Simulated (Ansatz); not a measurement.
## SnO (model cell, started as CsCl type): a soft mode frozen in

Aim: this structure of SnO (model cell, started as CsCl type) is to be tested for unstable modes, and one is followed downhill.

Method: DFT PBEsol, scalar-relativistic, plane waves, PAW, in Ansatz 0.2.0.

The structure was built from a prototype and need not be the compound's stable phase.

### Step 1. Starting point

It takes space group Pm-3m (No. 221, cubic). Conventional cell: a = 3.081 Å, b = 3.081 Å, c = 3.081 Å, α = 90.00°, β = 90.00°, γ = 90.00°. Nearest to Sn lie 8 O at 2.67 Å. Nearest to O lie 8 Sn at 2.67 Å. Farther neighbours and most contacts between anions are not listed.

Coordinates:

```cif
data_structure
_symmetry_space_group_name_H-M 'P 1'
_symmetry_Int_Tables_number 1
_cell_length_a 3.0806
_cell_length_b 3.0806
_cell_length_c 3.0806
_cell_angle_alpha 90.000
_cell_angle_beta 90.000
_cell_angle_gamma 90.000
_cell_volume 29.23
loop_
_atom_site_label
_atom_site_type_symbol
_atom_site_fract_x
_atom_site_fract_y
_atom_site_fract_z
_atom_site_occupancy
Sn1 Sn 0.00000 0.00000 0.00000 1
O2 O 0.50000 0.50000 0.50000 1
```

### Step 2. Phonons on a q mesh

The cell comes from relaxations at this level that are not shown. Stability and thermal properties need the whole zone. Linear response on a 4×4×4 q mesh gives force constants as far as a supercell of that size would.

The input, input.yaml:

```yaml
crystal:
  lattice:
    - [3.0805550157, 0.0, 0.0]
    - [0.0, 3.0805550157, 0.0]
    - [0.0, 0.0, 3.0805550157]
  atoms:
    - { symbol: Sn, position: [0.0, 0.0, 0.0] }
    - { symbol: O, position: [0.5, 0.5, 0.5] }
kpoints:
  mp_grid: { grid: [12, 12, 12] }
hamiltonian:
  xc: pbesol
scf:
  occupations: { method: methfessel_paxton, width: 0.15 }
output:
  eigenvalues: true
phonons:
  method: dfpt
  qmesh: [4, 4, 4]
  temperatures: { t_max: 1000, t_step: 50 }
  qpath:
    path:
      - [[0.0, 0.0, 0.0], [0.0, 0.5, 0.0], [0.5, 0.5, 0.0], [0.0, 0.0, 0.0], [0.5, 0.5, 0.5], [0.0, 0.5, 0.0]]
      - [[0.5, 0.5, 0.5], [0.5, 0.5, 0.0]]
    npoints: 10
```

Run with:

```console
ansatz run input.yaml --threads 4 --pin off --max-ram 7168MiB --backend cpu --events-out ev --progress --plain --runs-dir out
```

Numbers of over 12 decimals in the logs are rounded to 6 here.

What it wrote:

```text
Engine: ansatz 0.2.0, aarch64-unknown-linux-gnu
Pseudopotentials: kind: paw
Pseudopotential: Sn, paw, valence charge 14, recommended cutoff 420 eV (normal), Sn.paw.azcp
Pseudopotential: O, paw, valence charge 6, recommended cutoff 420 eV (normal), O.paw.azcp
Functional definition: PBEsol
  exchange = pbesol_x
  correlation = pbesol_c
Crystal: 2 atoms, lattice volume = 29.234 Å³
Basis set: ecut = 420 eV, 587 PW (Γ), exchange–correlation on 48×48×48 points (8 copies of the dense FFT grid, shifted against one another)
Bands: 14, of which v1, the nominal top of the filled ones, is band 10 counted from 1 (9 counted from 0)
Symmetry: 48 space group operations
k-points: 84 of 1728
Non-local potential: Sn, projectors of the file, l = 0: 2, l = 1: 2, l = 2: 2, l = 3: 2
Non-local potential: O, projectors of the file, l = 0: 2, l = 1: 2, l = 2: 1
PAW form: soft (Blöchl's): semilocal exchange-correlation on the pseudo side does not see the compensation charge
PAW frozen core: Sn, regenerated for the run's functional, and the local potential with it (the file was generated under x = pbe(κ = 0.804, μ = 0.219515), c = pbe(β = 0.066725))
PAW frozen core: O, regenerated for the run's functional, and the local potential with it (the file was generated under x = pbe(κ = 0.804, μ = 0.219515), c = pbe(β = 0.066725))
PAW one-centre angular grid: Sn, 590 points (default); XC on 64 Gauss nodes
PAW one-centre angular grid: O, 110 points (default); XC on 64 Gauss nodes
Initial density: superposition of atomic densities (neutral atoms: chi_scale 0, normalization atom), corrected by the library's trained network
Initial wavefunctions: pseudopotential atomic-orbital guess
Functional: x = pbesol(κ = 0.804, μ = 0.123457), c = pbesol(β = 0.046)
SCF iter   1: F=—  HF=-6509.226150 eV  |F-HF|=—  |Δ(HF+E_count)|=         —  Δρ=1.13e-2  dr2=3.01e-2  ethr=1.77e-3  ⟨swp⟩=5.1  Hψ=5942  notcnv=0
preconditioner: auto → none  [insulator: Δε(μ)=0.265 eV  Ē_g=20.016 eV  σ=0.150 eV  W_gap=0.65  n_scr=6 (ndim 8)  ℏωp=30.7 eV  f_vac=0.000  D(μ)=0.16/eV (n_scr^D=0)  ε∞_Penn≈3.4]
SCF iter   2: F=—  HF=-6509.218242 eV  |F-HF|=—  |Δ(HF+E_count)|=   7.91e-3  S|Δr|=    0.00e0  Δρ=3.69e-3  dr2=4.11e-3  ethr=1.50e-4  ⟨swp⟩=1.6  Hψ=2008  notcnv=0
SCF iter   3: F=—  HF=-6509.217512 eV  |F-HF|=—  |Δ(HF+E_count)|=   7.30e-4  S|Δr|=    0.00e0  Δρ=5.21e-4  dr2=8.05e-5  ethr=2.06e-5  ⟨swp⟩=2.0  Hψ=1329  notcnv=0
SCF iter   4: F=—  HF=-6509.217506 eV  |F-HF|=—  |Δ(HF+E_count)|=   5.81e-6  S|Δr|=    0.00e0  Δρ=1.10e-4  dr2=2.49e-6  ethr=4.02e-7  ⟨swp⟩=1.7  Hψ=1301  notcnv=0
SCF iter   5: F=—  HF=-6509.217506 eV  |F-HF|=—  |Δ(HF+E_count)|=   2.40e-7  S|Δr|=    0.00e0  Δρ=1.05e-5  dr2=1.04e-8  ethr=1.24e-8  ⟨swp⟩=2.3  Hψ=1503  notcnv=0
SCF iter   6: F=—  HF=-6509.217506 eV  |F-HF|=—  |Δ(HF+E_count)|=   2.06e-8  S|Δr|=    0.00e0  Δρ=5.07e-7  dr2=4.83e-11  ethr=5.19e-11  ⟨swp⟩=2.0  Hψ=2006  notcnv=0
SCF iter   7: F=-6509.217506 eV  HF=-6509.217506 eV  |F-HF|=0.00e0  |Δ(HF+E_count)|=  2.64e-11  S|Δr|=    0.00e0  Δρ=1.19e-7  dr2=2.80e-12  ethr=1.00e-12  ⟨swp⟩=5.2  Hψ=4876  notcnv=0
SCF 1 converged in 7 iterations: F = -6509.217506 eV  dr2 = 2.80e-12
  greatest PAW one-centre occupation: 0.993 electrons in one spin orbital (limit 2), on the Sn atom at site 0 (counted from 0), in its partial waves of l = 2
Initial density: read from a saved state, or passed on in memory by an earlier SCF of this step, an earlier step, the calling program or the single point that the run made first
iter 1 solved again at ethr=7.25e-8 eV; its pass at ethr=3.10e-3 eV (dr2=1.45e-5 eV) is discarded
SCF iter   1: F=—  HF=-6509.217508 eV  |F-HF|=—  |Δ(HF+E_count)|=         —  Δρ=8.01e-7  dr2=1.56e-10  ethr=7.25e-8  ⟨swp⟩=3.0  Hψ=8851  notcnv=0
eigensolver tolerance schedule: the retry pair's looser diagonalisation over-reported the residual by 92925.45 of it (diagonalisation noise at an unbounded share of the residual, at the tolerance the schedule requests for it); recorded, not acted on — ethr = c·dr2/N_el stays at c = 1.0e-1
preconditioner: auto → none  [metal: Δε(μ)=0.082 eV  Ē_g=20.083 eV  σ=0.150 eV  W_gap=0.42  n_scr=6 (ndim 8)  ℏωp=30.7 eV  f_vac=0.000  D(μ)=0.16/eV (n_scr^D=0)]
SCF iter   2: F=—  HF=-6509.217506 eV  |F-HF|=—  |Δ(HF+E_count)|=   2.26e-6  S|Δr|=    0.00e0  Δρ=4.76e-7  dr2=5.27e-11  ethr=1.00e-12  ⟨swp⟩=3.0  Hψ=2452  notcnv=0
SCF iter   3: F=—  HF=-6509.217506 eV  |F-HF|=—  |Δ(HF+E_count)|=  7.28e-12  S|Δr|=    0.00e0  Δρ=2.62e-7  dr2=1.63e-11  ethr=1.00e-12  ⟨swp⟩=1.0  Hψ=1176  notcnv=0
SCF iter   4: F=-6509.217506 eV  HF=-6509.217506 eV  |F-HF|=7.28e-12  |Δ(HF+E_count)|=  5.46e-12  S|Δr|=    0.00e0  Δρ=1.76e-7  dr2=7.47e-12  ethr=1.00e-12  ⟨swp⟩=2.9  Hψ=3372  notcnv=0
SCF 2 converged in 4 iterations: F = -6509.217506 eV  dr2 = 7.47e-12
phonons: the bands overlap, so this run is a metal and interpolates without the dipole-dipole term. If the crystal is really an insulator or semiconductor, its LO-TO splitting is missing
NSCF: frozen V_eff on 84 k-points
NSCF: frozen V_eff on 196 k-points
DFPT response loops at q = (0, 0, 0) (fractional): preconditioner auto → Kerker (q_TF=auto, 2.561 Å⁻¹) (partly filled bands, converged f_vac=0.000); β = 1.00, the filter's whole step (`scf.mixing.beta` (0.50) is not read by the response loops under this deck's `scf.mixing.preconditioner`; to damp them name `kerker` or `kerker_dos`, under which they read `scf.mixing.beta`, and type it under 1.00, their step now; both keys bind the ground state too); Broyden in place of MSR1
NSCF: frozen V_eff on 1176 k-points
DFPT response loops at q = (0, 0, 0.25) (fractional): mixed as the last ones told, above
NSCF: frozen V_eff on 686 k-points
DFPT response loops at q = (0, 0, -0.5) (fractional): mixed as the last ones told, above
NSCF: frozen V_eff on 2016 k-points
DFPT response loops at q = (0, 0.25, 0.25) (fractional): mixed as the last ones told, above
NSCF: frozen V_eff on 1176 k-points
DFPT response loops at q = (0, 0.25, -0.5) (fractional): mixed as the last ones told, above
NSCF: frozen V_eff on 686 k-points
DFPT response loops at q = (0, -0.5, -0.5) (fractional): mixed as the last ones told, above
NSCF: frozen V_eff on 1872 k-points
DFPT response loops at q = (0.25, 0.25, 0.25) (fractional): mixed as the last ones told, above
NSCF: frozen V_eff on 2016 k-points
DFPT response loops at q = (0.25, 0.25, -0.5) (fractional): mixed as the last ones told, above
NSCF: frozen V_eff on 1176 k-points
DFPT response loops at q = (0.25, -0.5, -0.5) (fractional): mixed as the last ones told, above
NSCF: frozen V_eff on 392 k-points
DFPT response loops at q = (-0.5, -0.5, -0.5) (fractional): mixed as the last ones told, above
SCF converged after 7 iterations
Stability not checked: this state was not tested for a lower state beside it, because cold or Methfessel-Paxton smearing, or corrected tetrahedra, fill the levels in a way that the test cannot read (fill_not_monotonic; see scf.lower_state_search)
Free energy (F): -6509.217506 eV
Harris-Foulkes:  -6509.217506 eV  (|F-HF|=0.00e0)
Internal energy: -6509.217356 eV  (E = F + TS)
E sigma→0 (E₀):  -6509.217468 eV
Entropy (-TS):   -0.000149 eV (-0.075 meV/atom)
Fermi energy:    12.041925 eV
--- Per-component energies (eV) ---
  E_band       = -40.470142
  E_kinetic    = 358.626053
  E_local      = -890.229815  (includes V_loc(G=0)·N_el)
  E_nonlocal   = 17.175187
  E_hartree    = 524.160831
  E_xc         = -453.568530
  E_vxc        = -191.863827  (∫ρ·V_xc dr)
  E_paw        = -4212.367725  (= ΣΔE_a)
  E_vpaw       = -382.501788  (= ΣTr[D̂ρ^β])
  E_aug_tail   = 0.002315  (compensation charges beyond the density's cutoff)
  E_ewald      = -1853.335800
  E_core_change = 0.320128  (= ΣΔE_core)
  E_smearing   = -0.000149  (= −TS)
  E_closure    = -0.000000  (closes the sum)
  Σ components = -6509.217506   (vs F -6509.217506, Δ=0.00e0)
--- Band table (eV; the first three rows and the last of 84) ---
  k-point 0: bands = [... 6 lower, 4.4632, 9.2804, 9.2804, 9.2804, 19.9630, 19.9630, 20.2366, 20.2366]
  k-point 1: bands = [... 6 lower, 4.3587, 9.3107, 9.3291, 9.3291, 18.5207, 20.0460, 20.1909, 20.1909]
  k-point 2: bands = [... 6 lower, 4.0677, 9.4197, 9.4644, 9.4644, 16.9667, 20.0508, 20.0508, 20.2959]
  k-point 83: bands = [... 6 lower, 8.4427, 8.4427, 8.4427, 10.8772, 11.8214, 11.8214, 11.8214, 24.4953]
--- Phonons (Γ-DFPT): 2 representative perturbations + reference (Σ response iterations 7) ---
  ASR residual: 1.046e-4 → 0.000e0 eV/Å²; symmetrization residual: 3.010e-6 eV/Å²
  ASR residual per site (eV/Å²): 1.05e-4 7.05e-5
  Γ frequencies (cm⁻¹): -268.74 -268.74 -268.74 0.00 0.00 0.00
--- Phonons (arbitrary-q DFPT): 10 irreducible q on the 4×4×4 mesh ---
  q = [0.0000, 0.0000, 0.0000] (star 1, of the zone-centre solve; hermiticity 1.61e-6, symmetrization 5.22e-12): -268.74 -268.74 -268.74 -0.00 0.00 0.00
  q = [0.0000, 0.0000, 0.2500] (star 6, 4 solved perturbations in 1848 linear systems a pass and spin channel, the states on 588 of 1728 k-point pairs; hermiticity 3.61e-7, symmetrization 7.39e-13): -187.53 -187.53 -25.58 -25.58 130.41 268.00
  q = [0.0000, 0.0000, -0.5000] (star 3, 4 solved perturbations in 1078 linear systems a pass and spin channel, the states on 343 of 1728 k-point pairs; hermiticity 1.11e-14, symmetrization 2.55e-12): -96.45 -96.45 44.28 44.28 187.81 322.92
  q = [0.0000, 0.2500, 0.2500] (star 12, 4 solved perturbations in 3108 linear systems a pass and spin channel, the states on 1008 of 1728 k-point pairs; hermiticity 7.98e-7, symmetrization 3.70e-14): -264.84 -166.41 -57.28 105.38 118.78 255.00
  q = [0.0000, 0.2500, -0.5000] (star 12, 6 solved perturbations on 588 of 1728 k-point pairs; hermiticity 1.24e-7, symmetrization 2.19e-14): -153.44 -108.62 -104.74 -83.03 168.23 173.97
  q = [0.0000, -0.5000, -0.5000] (star 3, 4 solved perturbations in 1078 linear systems a pass and spin channel, the states on 343 of 1728 k-point pairs; hermiticity 2.45e-7, symmetrization 1.33e-13): -282.82 -282.82 -166.66 -121.00 146.77 146.77
  q = [0.2500, 0.2500, 0.2500] (star 8, 2 solved perturbations on 936 of 1728 k-point pairs; hermiticity 3.25e-7, symmetrization 4.72e-12): -122.85 -122.85 -95.53 111.46 111.46 158.01
  q = [0.2500, 0.2500, -0.5000] (star 12, 4 solved perturbations in 3108 linear systems a pass and spin channel, the states on 1008 of 1728 k-point pairs; hermiticity 4.90e-7, symmetrization 1.50e-12): -221.69 -145.98 44.16 143.47 157.14 203.72
  q = [0.2500, -0.5000, -0.5000] (star 6, 4 solved perturbations in 1848 linear systems a pass and spin channel, the states on 588 of 1728 k-point pairs; hermiticity 2.65e-7, symmetrization 5.24e-13): 28.82 55.53 55.53 162.26 164.28 164.28
  q = [-0.5000, -0.5000, -0.5000] (star 1, 2 solved perturbations on 196 of 1728 k-point pairs; hermiticity 7.05e-14, symmetrization 1.41e-11): 121.49 121.49 121.49 255.08 255.08 255.08
  sum rule: each row above includes the acoustic sum rule's correction from the zone centre's row sums; it moved no ω² by more than (1.09 cm⁻¹)²
  mesh force constants: q→R imaginary residual 3.40e-18; ASR residual 1.046e-4 → 0.000e0 eV/Å²; symmetrization residual 3.109e-15 eV/Å²
  interpolated dispersion: 62 rows × 6 modes
  density of states and harmonic sums: on the 20×20×20 q-mesh, interpolated from the force constants of a 4×4×4 supercell (no non-analytic term)
  largest difference from the sums on the solved wave vectors: F 1.81e-3 eV, S 3.20e-6 and C_V 1.78e-6 eV/K
  zero-point energy: 0.028993 eV/cell   skipped modes (ω ≤ 0): 791, of them read as no rigid motion or as one in doubt: 788 (2.793e0 modes/cell left out, lowest -282.82 cm⁻¹)   left out of the sums: 4.66e-1 of the cell's modes: C_V's classical limit lies that fraction below 3 k_B per atom; for a crystal, a wire or a layer, F and S can be off by more, and a phonons.interpolated_qmesh denser along its periods is the remedy for the sampling
```

It took 2.5 min on 4 threads of Arm Neoverse V2, shared host; peak memory 1.3 GiB; 9.6 min of CPU time.

This step gave:

```yaml
volume_per_atom: 14.62 Å³
gap_on_the_k_mesh: 0 eV
sum_rule_residual_before_enforcement: 1.05e-4 eV/Å²
lowest_frequency_on_the_path: -282.8 cm⁻¹
point_group: m-3m
highest_frequency_on_the_path_or_at_a_solved_wavevector: 329.7 cm⁻¹
highest_optical_mode_at_the_zone_centre_no_lo_to_term: -268.7 cm⁻¹
lowest_optical_zone_centre_mode: -268.7 cm⁻¹
lowest_mode_on_the_q_mesh_acoustic_modes_at_gamma_apart: -282.8 cm⁻¹
```

Frequencies (cm⁻¹) solved at each irreducible wavevector; negative means imaginary. Frequencies by wavevector, by row:

```tsv
q in reciprocal lattice units	star	mode 1	mode 2	mode 3	mode 4	mode 5	mode 6
0 0 0	1	-268.7	-268.7	-268.7	0	0	0
0 0 0.25	6	-187.5	-187.5	-25.6	-25.6	130.4	268
0 0 -0.5	3	-96.5	-96.5	44.3	44.3	187.8	322.9
0 0.25 0.25	12	-264.8	-166.4	-57.3	105.4	118.8	255
0 0.25 -0.5	12	-153.4	-108.6	-104.7	-83	168.2	174
0 -0.5 -0.5	3	-282.8	-282.8	-166.7	-121	146.8	146.8
0.25 0.25 0.25	8	-122.8	-122.8	-95.5	111.5	111.5	158
0.25 0.25 -0.5	12	-221.7	-146	44.2	143.5	157.1	203.7
0.25 -0.5 -0.5	6	28.8	55.5	55.5	162.3	164.3	164.3
-0.5 -0.5 -0.5	1	121.5	121.5	121.5	255.1	255.1	255.1
```

Interpolated from a 4×4×4 q mesh. The phonon branches at the labelled points (cm⁻¹):

```tsv
point	branch 1	branch 2	branch 3	branch 4	branch 5	branch 6
Γ	-269	-269	-269	0	0	0
halfway	-188	-188	-26	-26	130	268
X	-96	-96	44	44	188	323
halfway	-153	-109	-105	-83	168	174
M	-283	-283	-167	-121	147	147
halfway	-265	-166	-57	105	119	255
Γ	-269	-269	-269	0	0	0
halfway	-123	-123	-96	112	112	158
R	122	122	122	255	255	255
halfway	-222	-146	44	144	157	204
X	-96	-96	44	44	188	323
jump to R	122	122	122	255	255	255
halfway	29	56	56	162	164	164
M	-283	-283	-167	-121	147	147
```

The phonon branches as a text plot (rows in cm⁻¹):

```
    317 |    *****                                      **
    291 |
    266 |   *     *          *               *****     *
    240 |                     *             **  * **      *
    215 |          *       **                    *  * *    *
    189 |      ****            *     ***   *     **    ***  *
    164 |     *    ****   *             *   *     *****      *
    138 |   **      *********            ***        * *       ***
    113 |                  ***          *   ******     *  ***
     87 |  *              *   **     ***   *      **       *
     62 | *                     *   ****    *     *     *   **
     36 |*     ***               * **               *    *   *
     11 |                         **     **
    -15 |******                 **
    -40 |  *                  **                  *  *
    -66 |         **       ***                        * *     *
    -91 |      *****      *             *              ***    *
   -117 |          *******      *       *          *  *        **
   -142 |     *     **   ****                       ** *
   -168 |    *        ****   *         * ***       *            *
   -193 | * *       **        *                       *       *
   -219 |            *         *   * **             **
   -245 |***          * *     ****  *                          *
   -270 |*            ********   ***                            *
         Γ      X      M          Γ            R        X|R     M
```

Symmetry leaves 10 wavevectors to solve. The lowest mode among them, the acoustic zeros apart, lies at q = (0, -0.5, -0.5) and is imaginary, 282.8i cm⁻¹, so the energy falls along it.

### Step 3. The mode frozen in, largest atomic shift 0 Å

The mode followed lies at Γ with frequency 268.7i cm⁻¹ and is 3-fold degenerate, one of the unstable modes though not the softest. At small amplitude the distorted cell has space group no. 99 by a symmetry search on the positions. The undistorted cell that holds it gives the zero of energy on the same k mesh.

input.yaml, the sections that differ from step 2:

```yaml
output:
  forces: true
  stress: true
  eigenvalues: true
# crystal, kpoints, hamiltonian, scf: as in step 2
# phonons: removed
```

What it wrote:

```text
[...]
Crystal: 2 atoms, lattice volume = 29.234 Å³
Basis set: ecut = 420 eV, 587 PW (Γ), exchange–correlation on 48×48×48 points (8 copies of the dense FFT grid, shifted against one another)
Bands: 14, of which v1, the nominal top of the filled ones, is band 10 counted from 1 (9 counted from 0)
Symmetry: 48 space group operations
[...]
k-points: 84 of 1728
[...]
--- Band table (eV; the first three rows and the last of 84) ---
  k-point 0: bands = [... 6 lower, 4.4632, 9.2804, 9.2804, 9.2804, 19.9629, 19.9629, 20.2366, 20.2366]
  k-point 1: bands = [... 6 lower, 4.3588, 9.3107, 9.3291, 9.3291, 18.5207, 20.0460, 20.1909, 20.1909]
  k-point 2: bands = [... 6 lower, 4.0677, 9.4197, 9.4644, 9.4644, 16.9667, 20.0509, 20.0509, 20.2959]
  k-point 83: bands = [... 6 lower, 8.4427, 8.4427, 8.4427, 10.8772, 11.8214, 11.8214, 11.8214, 24.4952]
[key lines of the parts left out:]
SCF converged after 5 iterations
Free energy (F): -6509.217506 eV
Fermi energy:    12.041921 eV
P = ⅓ Tr σ = -0.0012 GPa (-0.012 kbar)
```

Wall time 0.55 s (4 threads); peak memory 0.31 GiB; 1.7 s of CPU time.

Numbers from this step:

```yaml
pressure: -0.001189 GPa
energy_from_the_undistorted_cell: 0 meV/atom
```

The run ends at a pressure of 0.00 GPa.

### Step 4. The mode frozen in, largest atomic shift 0.6 Å

The atoms are moved along the unstable eigenvector, the largest shift by 0.6 Å, with the cell fixed.

input.yaml, the sections that differ from step 3:

```yaml
crystal:
  lattice:
    - [3.0805550157, 0.0, 0.0]
    - [0.0, 3.0805550157, 0.0]
    - [0.0, 0.0, 3.0805550157]
  atoms:
    - { symbol: Sn, position: [0.0, 0.0262499097, 0.0] }
    - { symbol: O, position: [0.5, 0.3052299027, 0.5] }
# kpoints, hamiltonian, scf, output: as in step 3
```

What it wrote:

```text
[...]
Crystal: 2 atoms, lattice volume = 29.234 Å³
Basis set: ecut = 420 eV, 587 PW (Γ), exchange–correlation on 48×48×48 points (8 copies of the dense FFT grid, shifted against one another)
Bands: 14, of which v1, the nominal top of the filled ones, is band 10 counted from 1 (9 counted from 0)
Symmetry: 8 space group operations
[...]
k-points: 196 of 1728 (time reversal used)
[...]
--- Band table (eV; the first three rows and the last of 196) ---
  k-point 0: bands = [... 6 lower, 4.9517, 8.3613, 8.3613, 9.5718, 17.4088, 19.8695, 20.8549, 20.8549]
  k-point 1: bands = [... 6 lower, 4.7493, 8.4196, 8.4626, 9.6103, 17.5647, 18.9349, 20.7494, 21.5849]
  k-point 2: bands = [... 6 lower, 4.2307, 8.5815, 8.7177, 9.7317, 17.4261, 18.0757, 20.4555, 22.5186]
  k-point 195: bands = [... 6 lower, 6.6693, 6.6693, 8.4305, 10.7025, 12.0316, 14.0360, 14.0360, 23.2834]
[key lines of the parts left out:]
SCF converged after 6 iterations
Free energy (F): -6509.667540 eV
Fermi energy:    12.019988 eV
P = ⅓ Tr σ = 5.2594 GPa (52.594 kbar)
```

Elapsed: 1.7 s, on 4 threads; peak memory 0.38 GiB; 6.1 s of CPU time.

This step gave:

```yaml
pressure: 5.259 GPa
energy_from_the_undistorted_cell: -225.0 meV/atom
```

The energy, extrapolated to zero smearing, is -225.03 meV/atom against the undistorted cell.

The run ends at a pressure of 5.26 GPa, with forces up to 0.52 eV/Å.

### Step 5. Energy along the mode, all amplitudes (two of the runs are shown above)

An imaginary frequency means negative curvature, so the energy should fall and then rise again as anharmonic terms take over.

Numbers from this step:

```
depth at the lowest point sampled  : 225.0 meV/atom
largest atomic shift at that point : 0.6 Å
```

Table of energy from the parent by largest atomic shift:

```tsv
largest atomic shift (Å)	energy from the parent (meV/atom)
0.000	0
0.040	-1.92
0.080	-7.63
0.140	-22.8
0.220	-53.3
0.320	-102
0.450	-167
0.600	-225
```

Displacement at unit largest shift by atom:

```tsv
atom	x (Å)	y (Å)	z (Å)	size
Sn1	0.00	0.14	0.00	0.14
O2	0.00	-1.00	0.00	1.00
```

The lowest of the steps tried is the last one, at 0.6 Å, 225 meV/atom below the parent; the bottom of the well need not coincide with a step.

[end of part 1 of 2]

[Logs are printed without paths, hosts, clocks, repeated set-up lines and the standing remarks that a program may print on its own settings, such as how far it seeks lower states.]

[Hosts, paths, dates, database ids (printed as entryN), source tags and the programs' standing remarks are cut or masked in the printed files.]
